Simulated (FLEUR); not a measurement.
# Calculated records

```json
{"subject": "Fe: which magnetic order is lowest", "lattice_ang": [[-1.443, 1.443, 1.443], [1.443, -1.443, 1.443], [1.443, 1.443, -1.443]], "atoms": [["Fe", 0.0, 0.0, 0.0]], "method": "PBE; all-electron FLAPW, Dirac cores, scalar-relativistic bands (and 1 further level or step)", "program": "FLEUR MaX-R8.1", "settings_of_one_run": "kmax 3.6 1/bohr, gmax 10.8 1/bohr, muffin tin radii Fe: 2.3 bohr, lmax Fe: [8, 6], hist occupations, smearing width 0.05 eV, mixer Anderson, mixing 0.05, max iterations 90, stop 2.00e-5 me/bohr³, collinear spin, 18×18×18 k-mesh, mesh matched on, starting moments 2.8 μB", "cost": "4 runs, 3.5 min in all on 4 MPI ranks of Arm Neoverse V1, shared host (the runs of this entry)", "notes": "The database entry behind the starting cell differs from later determinations by our own check (an axis about 0.7 % long against later determinations). The run is spin-polarised, with a total moment of 2.25 μB a cell. This is the lowest of 3 finished starts, no proof of the ground state.", "results": {"lowest_state_found": "ferromagnetic (initial ferro +)", "largest_site_spin_moment": "2.32 μB", "next_finished_state": "antiferromagnetic, 218 meV a seeded atom higher", "energy_gained_by_spin_polarisation": "588 meV a seeded atom", "hyperfine_field_at_fe1_along_its_moment": "-28.4 T", "orbital_moment_on_the_atom_of_largest_spin_along_its_spin_spin_orbit_run": "0.0473 μB"}}
```

[Logs and program files are shortened in this print: banners, set-up blocks, solver, clock and traceback lines can be left out without a mark of their own.]

[Logs are printed without paths, hosts, clocks, repeated set-up lines and the standing remarks that a program may print on its own settings, such as how far it seeks lower states.]

[Hosts, paths, dates, database ids (printed as entryN), source tags and the programs' standing remarks are cut or masked in the printed files.]

[Where a cell is said to come from a database of computed structures, the database is the Materials Project.]
